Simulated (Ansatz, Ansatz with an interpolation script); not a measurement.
An input for Ansatz 0.2.0 (BaTiO3 (R3m)):

```yaml
crystal:
  lattice:
    - [2.8273666084, 1.6323808724, 2.3183934932]
    - [-2.8273666084, 1.6323808724, 2.3183934932]
    - [0.0, -3.2647617449, 2.3183934932]
  atoms:
    - { symbol: Ba, position: [0.0, 0.0, 0.0] }
    - { symbol: Ti, position: [0.4845, 0.4845, 0.4845] }
    - { symbol: O, position: [0.5086, 0.5086, 0.0175] }
    - { symbol: O, position: [0.0175, 0.5086, 0.5086] }
    - { symbol: O, position: [0.5086, 0.0175, 0.5086] }
kpoints:
  mp_grid: { grid: [4, 4, 4] }
  band_path:
    path:
      - [[0.0, 0.0, 0.0], [0.5, 0.5, 0.5], [0.50282879, 0.49717121, 0.5]]
      - [[0.5, -0.49717121, 0.49717121], [0.5, 0.0, 0.0], [0.0, 0.0, 0.0], [0.49858561, -0.49858561, 0.0]]
      - [[0.50141439, 0.0, 0.49858561], [0.5, 0.0, 0.5], [0.0, 0.0, 0.0]]
    npoints: 10
hamiltonian:
  xc: hse06
  pseudopotentials: { kind: paw, azcp: { folder: soft_1 } }
scf:
  occupations: { method: fixed }
  n_extra_bands: 5
output:
  eigenvalues: true
```

```sh
ansatz run input.yaml --threads 3 --pin off --max-ram 92160MiB --backend cuda --events-out ev --progress --plain --runs-dir out --devices 1 --max-vram 13GiB
```

**Question.** Estimate wall time and host memory on 1 × NVIDIA H100 80GB HBM3 (shared by 6 runs) with 3 threads of AMD EPYC 7R13 (Zen 3), shared host.

It took 53 s; on shared hardware allow 27 s to 1.8 min. Peak host memory was 1.2 GiB. The sizes that set the cost: 1237 plane waves a state, 13 irreducible k points and 19 SCF cycles.

Exact exchange couples every pair of k points and filled bands, so it costs far more than a semilocal run.

[Paths, hosts, dates, memory and timing lines, banners, echoed tables and standing remarks are left out of the program output.]

[Logs are printed without paths, hosts, clocks, repeated set-up lines and the standing remarks that a program may print on its own settings, such as how far it seeks lower states.]

[Runs of the session that timed out or met a known fault of the program may be left out.]

[Hosts, paths, dates, database ids (printed as entryN), source tags and the programs' standing remarks are cut or masked in the printed files.]
